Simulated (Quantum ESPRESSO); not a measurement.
# Calculated records

### Fixed-spin-moment curve of CaFe2As2

It takes space group Fmmm (No. 69, orthorhombic). The conventional cell has a = 5.488 Å, b = 5.495 Å, c = 11.802 Å, α = 90.00°, β = 90.00°, γ = 90.00°. Nearest to Ca lie 8 As at 3.11 Å. Fe has 4 As at 2.45 Å nearest. Nearest to As lie 4 Fe at 2.45 Å and 1 As at 2.92 Å and 4 Ca at 3.11 Å. Farther neighbours are not listed.

```
Ca Fe As
1.0
     0.00000    2.74760    5.90119
     2.74400    0.00000    5.90119
     2.74400    2.74760    0.00000
Ca Fe As
1 2 2
Direct
  0.50000 0.50000 0.50000
  0.25000 0.25000 0.25000
  0.75000 0.75000 0.75000
  0.87624 0.87624 0.12376
  0.12376 0.12376 0.87624
```

| Item | Value |
| --- | --- |
| method | LDA; plane waves with GBRV 1.5 LDA potentials, no spin-orbit coupling (and 1 further level or step) |
| program | Quantum ESPRESSO 7.5 |
| settings of one run | GBRV 1.5 LDA, cutoff 544.23 eV, 8×8×8 k-mesh, 38 bands, fermi-dirac occupations, smearing width 0.05 eV, collinear spin, SCF threshold 1.00e-8, starting moments 0 2.8 2.8 0 0 μB |
| cost | 12 runs, 33 min in all on 4 MPI ranks of Arm Neoverse V1, shared host (the runs of this entry) |
| notes | The run is spin-polarised, with a total moment of 4.76 μB a cell (absolute 5.05). All runs start parallel; opposed orders may lie lower. |
| moment of the free run | 4.76 μB a cell |
| energy at zero total moment | 196 meV a cell over the lowest |
| ΔE/ΔM² from the lowest point to 5.14 and to 4.50 μB | 129 and 84 meV/μB² |

At zero total moment the site moments vanish, so the 196 meV a cell is the energy of forming them. The points show one minimum alone.

[Logs and program files are shortened in this print: banners, set-up blocks, solver, clock and traceback lines can be left out without a mark of their own.]

[Logs are printed without paths, hosts, clocks, repeated set-up lines and the standing remarks that a program may print on its own settings, such as how far it seeks lower states.]

[Hosts, paths, dates, database ids (printed as entryN), source tags and the programs' standing remarks are cut or masked in the printed files.]

[Where a cell is said to come from a database of computed structures, the database is the Materials Project.]
